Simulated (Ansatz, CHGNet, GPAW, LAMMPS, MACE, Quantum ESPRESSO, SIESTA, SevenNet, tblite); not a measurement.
**tblite on 48Ga2O3-52ZnO (mol %) with crystalline order left by the classical run (93 atoms): settings against a plane-wave reference**

How near does tblite come to plane waves for 48Ga2O3-52ZnO (mol %) with crystalline order left by the classical run (93 atoms)?

Method: the method is named at each step, in tblite 0.8.0.

### Step 1. Starting point

The cell holds 93 atoms: 26 Ga, 14 Zn and 53 O. Cell: a = 10.069 Å, b = 10.069 Å, c = 10.069 Å, α = 90.0°, β = 90.0°, γ = 90.0°. 93 atoms (26 Fe, 14 Zn, 53 O) placed at random at 4.69 g/cm³, melted at 5000 K for 10 ps at fixed volume with the Morse and Coulomb pair potential with partial charges (Pedone, Malavasi, Menziani, Cormack and Segre, J. Phys. Chem. B 110, 11780 (2006)). Quenched from 5000 K to 300 K at 20 K/ps and fixed volume, held 10 ps at zero pressure, then minimised at fixed cell. Then Fe was replaced by Ga and the cell scaled by 1.005 (the potential has no terms for the new elements, so the cell is a start for a DFT relaxation).

The yardstick, on the same geometry:

| Quantity | Value |
| --- | --- |
| method | Kohn-Sham DFT, PBE, PAW, plane waves (Ansatz 0.2.0); cutoff 420 eV, Γ point, fermi-dirac smearing of 0.05 eV; PAW set soft_2 |
| r.m.s. force component | 0.3635 eV/Å |
| longest force | 1.381 eV/Å |
| pressure | 4.147 GPa |
| gap (highest filled to lowest empty level) | 0.8332 eV |
| SCF cycles | 10 |
| time | 25 s on 4 threads of Arm Neoverse V2, shared host |
| CPU time | 96 s |

### Step 2. GFN1-xTB

Method: GFN1-xTB tight binding, diagonalisation.

run.py

```python
import numpy as np
from ase.io import read
from tblite.ase import TBLite

atoms = read("structure.xyz")
atoms.calc = TBLite(method="GFN1-xTB", electronic_temperature=580, accuracy=1.0, max_iterations=250, mixer_damping=0.4, verbosity=1)
energy = atoms.get_potential_energy()
forces = atoms.get_forces()
print(f"energy {energy:.6f} eV")
print("forces (eV/A)")
for i, (a, f) in enumerate(zip(atoms, forces)):
    print(f"{i:4d} {a.symbol:2s} {f[0]:10.5f} {f[1]:10.5f} {f[2]:10.5f}")
stress = -atoms.get_stress(voigt=False) * 160.21766
print("stress (GPa, compression positive)")
for row in stress:
    print(" ".join(f"{x:10.4f}" for x in row))
print("charges (e)")
print(np.array2string(atoms.get_charges(), precision=4, suppress_small=True, max_line_width=110, threshold=100000))
```

structure.xyz

```xyz
93
Lattice="10.06936 0.00000 0.00000 0.00000 10.06936 0.00000 0.00000 0.00000 10.06936" Properties=species:S:1:pos:R:3 pbc="T T T"
Ga 6.19437 2.80563 10.04338
Ga 5.82261 2.15202 5.39909
Ga 3.46910 9.36984 6.90104
Ga 9.34557 1.30942 9.91540
Ga 2.80704 1.13723 4.40867
Ga 6.54508 0.27268 7.87645
Ga 1.52531 9.13512 9.08438
Ga 0.98176 3.82998 7.75794
Ga 6.42395 5.62857 9.46429
Ga 6.13204 7.52916 7.12025
Ga 0.98881 3.53082 2.64099
Ga 0.79125 1.01902 6.74687
Ga 3.09804 6.60560 6.36202
Ga 4.49315 0.09264 10.05617
Ga 8.30783 3.00409 7.73407
Ga 7.02660 0.69992 2.26198
Ga 9.12244 4.22591 0.76376
Ga 3.95665 7.42837 9.26019
Ga 0.81803 8.68684 4.89371
Ga 4.37554 2.85164 2.36388
Ga 3.92916 5.38378 1.22876
Ga 3.13046 3.90067 5.43292
Ga 3.77108 2.01498 7.71746
Ga 5.40503 9.30177 4.69776
Ga 8.53197 8.36633 9.61624
Ga 2.14145 2.19391 0.40972
Zn 0.48242 0.38616 2.21526
Zn 6.00365 4.78133 6.22971
Zn 3.02353 8.66609 2.30659
Zn 8.55946 5.72020 7.39051
Zn 3.73080 4.65406 8.45383
Zn 7.77002 7.30975 4.44905
Zn 6.32245 7.90787 1.67615
Zn 4.86431 6.31903 3.69022
Zn 1.70615 6.08723 3.46527
Zn 10.03643 7.59542 1.81802
Zn 8.93072 3.19098 4.80752
Zn 7.04926 4.03912 2.78055
Zn 0.98962 6.05098 9.98870
Zn 8.17411 0.18246 5.40020
O 3.18182 8.78824 0.33712
O 9.07259 8.65139 4.67621
O 4.27424 5.44611 5.27232
O 3.80058 1.53618 0.99586
O 0.01098 2.10651 8.14219
O 0.49149 5.67862 1.81742
O 2.06523 9.89677 5.61749
O 9.04782 3.64017 2.88266
O 5.93136 9.73294 1.13603
O 9.43570 4.08111 6.51971
O 5.16548 4.70662 2.60947
O 0.29533 9.45845 7.56652
O 5.38590 1.49510 8.89135
O 3.31181 6.73771 2.56587
O 1.00029 0.49733 0.25194
O 5.14121 8.93787 8.43933
[... 33 atom lines left out ...]
O 8.20280 7.93949 1.38272
O 2.64623 7.89901 7.84051
O 4.98826 4.18624 9.90926
O 0.30893 7.86226 9.90503
```

Started as:

```bash
$ OMP_NUM_THREADS=1 python run.py > output.txt
```

What it wrote:

```text
------------------------------------------------------------
  cycle        total energy    energy error   density error
------------------------------------------------------------
      1     -241.1907364341  -2.4099311E+02   1.0839607E+00
      2     -204.1136532513   3.7077083E+01   1.1875817E+00
      3     -285.7049796654  -8.1591326E+01   4.6508436E-01
      4     -287.2520635064  -1.5470838E+00   2.7057537E-01
      5     -293.5352370300  -6.2831735E+00   1.1374532E-01
      6     -294.3410351644  -8.0579813E-01   8.7120653E-02
      7     -294.6567193162  -3.1568415E-01   4.2186374E-02
      8     -294.7109697849  -5.4250469E-02   2.1698825E-02
      9     -294.7289443513  -1.7974566E-02   1.1158127E-02
     10     -294.7310881597  -2.1438084E-03   6.9623366E-03
     11     -294.7324168361  -1.3286765E-03   3.8137589E-03
     12     -294.7331375016  -7.2066554E-04   2.0522363E-03
     13     -294.7334026125  -2.6511084E-04   9.2982277E-04
     14     -294.7334514974  -4.8884897E-05   3.8413399E-04
     15     -294.7334589683  -7.4709109E-06   1.6841645E-04
     16     -294.7334597595  -7.9122680E-07   1.0518840E-04
     17     -294.7334602845  -5.2499399E-07   5.0138101E-05
     18     -294.7334603775  -9.3014364E-08   2.1873701E-05
     19     -294.7334603988  -2.1263986E-08   1.0909803E-05
------------------------------------------------------------
 total:                                   5.987 sec
energy -8020.105965 eV
forces (eV/A)
   0 Ga   -0.36443   -0.00014    0.09257
   1 Ga    0.31780    0.34929    0.26980
   2 Ga    0.55806    0.40743    0.36537
   3 Ga   -0.21166   -0.24209    0.37431
   4 Ga    0.09640   -0.39832   -0.83143
   5 Ga    0.14166   -0.32952   -0.30456
   6 Ga   -0.68419    0.12538   -0.56637
   7 Ga   -0.53318    0.59638    0.38105
   8 Ga    0.09034   -0.21641   -0.05317
   9 Ga    0.23012   -0.17841   -0.03604
  10 Ga    0.10341   -0.01761    0.77232
  11 Ga   -1.09930   -0.25648   -0.61256
  12 Ga   -0.26173    0.15012   -0.47260
  13 Ga    0.35102   -0.44090    0.32777
  14 Ga   -0.42942    0.52637   -0.42554
  15 Ga   -0.17952    0.05875   -0.27216
  16 Ga    0.30305    1.09402   -0.11927
  17 Ga    0.11512   -0.26275   -0.18514
  18 Ga   -0.25805   -0.90556   -0.97296
  19 Ga    0.22745    0.62975    0.14303
  20 Ga   -0.28496    0.33161    0.42564
  21 Ga   -0.27967    0.10303   -0.04558
  22 Ga   -0.35556   -0.10474   -0.38031
  23 Ga   -0.34723   -0.33634   -0.52790
[...]
85 O     0.12589    0.54613    0.47869
  86 O     0.25443    0.41421    0.43451
  87 O    -0.18721   -0.01783   -0.90212
  88 O     0.47266   -0.30934    0.33697
  89 O    -0.09169    0.21586   -0.77127
  90 O    -0.28373   -0.49161   -0.08892
  91 O     0.83805   -0.23660    0.08644
  92 O    -0.02622    0.93231   -1.20625
stress (GPa, compression positive)
    7.0292    -0.3112    -1.5283
   -0.3112    12.1233    -0.1911
   -1.5283    -0.1911     8.1967
charges (e)
[ 0.4604  0.4351  0.5028  0.4514  0.45    0.4564  0.4375  0.4207  0.4538  0.4513  0.4173  0.443   0.4401
  0.4513  0.4403  0.3876  0.4201  0.4817  0.3589  0.4586  0.4483  0.4579  0.4739  0.4313  0.3866  0.4648
  0.5847  0.605   0.5692  0.5679  0.6429  0.5156  0.5773  0.5746  0.572   0.5351  0.5466  0.5672  0.582
  0.5915 -0.3554 -0.3992 -0.3995 -0.3263 -0.3029 -0.4494 -0.2636 -0.4101 -0.3715 -0.3846 -0.4215 -0.4032
 -0.2879 -0.4477 -0.3314 -0.368  -0.3674 -0.3439 -0.3484 -0.394  -0.3412 -0.4311 -0.3709 -0.3931 -0.3788
 -0.3691 -0.3696 -0.357  -0.3744 -0.2741 -0.3414 -0.3912 -0.3484 -0.3715 -0.3091 -0.298  -0.3735 -0.4063
 -0.34   -0.2982 -0.427  -0.3169 -0.4063 -0.421  -0.4386 -0.33   -0.397  -0.325  -0.4297 -0.4455 -0.3293
 -0.3659 -0.3677]
```

The job ended after 6.7 s (1 thread of Arm Neoverse V2, shared host; peak memory 0.13 GiB).

Banners, paths, timers and routine set-up lines are dropped from the logs unmarked, and long logs keep their key lines alone; longer cuts are marked.

Compared with the plane-wave run:

| Property | Result |
| --- | --- |
| r.m.s. force component | 0.3963 eV/Å |
| r.m.s. difference of force components | 347.2 meV/Å |
| longest difference of force vectors | 1216 meV/Å |
| force difference over r.m.s. force | 95.52 % |
| slope of forces against the reference's | 0.6383 |
| correlation of force components | 0.5854 |
| pressure | 9.116 GPa |
| pressure difference | 4.969 GPa |

Length of the force difference by element (eV/Å):

```
element  atoms  mean  most
     Ga     26  0.63   1.1
      O     53  0.53   1.2
     Zn     14  0.55  0.91
```

Local excerpt of 9 atoms (numbers count through the whole input) about O93, which bears the longest force; x, y, z are measured from there.

```
atom      x      y      z  distance (Å)  bonds  Mulliken charge (e)     Fx     Fy  Fz (eV/Å)
 O93   0.00   0.00   0.00          0.00      4                -0.37  -0.03   0.93      -1.21
Ga25  -1.85   0.50  -0.29          1.94      4                 0.39  -0.15  -0.76       0.93
Zn39   0.68  -1.81   0.08          1.94      4                 0.58  -0.01  -0.13       0.07
 Ga7   1.22   1.27  -0.82          1.94      6                 0.44  -0.68   0.13      -0.57
Zn36  -0.34  -0.27   1.98          2.03      4                 0.54  -0.12  -0.21       0.52
 O90  -2.18   0.08   1.55          2.67      3                -0.45  -0.09   0.22      -0.77
 O55   0.69   2.70   0.42          2.82      4                -0.33   0.16   0.40      -0.67
 O52  -0.01   1.60  -2.34          2.83      2                -0.40   0.52   0.24       0.29
 O46   0.18  -2.18   1.98          2.95      5                -0.45  -0.49  -0.77      -0.01
```

Atoms are counted from 1 here, from 0 in the log.

Forces lie 96 % from the reference's, at 0.070 times its CPU time (on 1 against 4 cores).

### Step 3. Results

```yaml
force_difference_from_the_reference: tblite GFN1-xTB, 96 %
its_cpu_time: 6.7 s
```

What this shows: Tight binding differs by 96 % (tblite GFN1-xTB); it is another model, with fitted parameters of its own, and the xTB methods hold dispersion. One electronic-structure run takes under half the reference's CPU time: tblite GFN1-xTB, at 96 % in 6.7 s against 96 s, too far off to be of use; its pressure misses by +5.0 GPa. Periodic xTB results under one method name differ between programs and library versions. The quench rate of 20 K/ps is many orders above laboratory rates, so the cell is likely richer in defects and strain than a real sample. The network of bonds at the start is that of the classical potential that made the cell, and needn't be the one that DFT or experiment would give. The reference's stress is far from hydrostatic: its diagonal is 1.4, 8.9, 2.1 GPa, compression counted positive. The reference's pressure of 4.1 GPa belongs to a cell and atoms that aren't relaxed at this level. The electronic-structure runs sample only Γ, in a cell whose shortest periodic width is 10 Å.

[Also dropped from logs without a mark: logging warnings of Python, and SIESTA's first energy breakdown and zero terms.]

[Logs are printed without paths, hosts, clocks, repeated set-up lines and the standing remarks that a program may print on its own settings, such as how far it seeks lower states.]

[Hosts, paths, dates, database ids (printed as entryN), source tags and the programs' standing remarks are cut or masked in the printed files.]
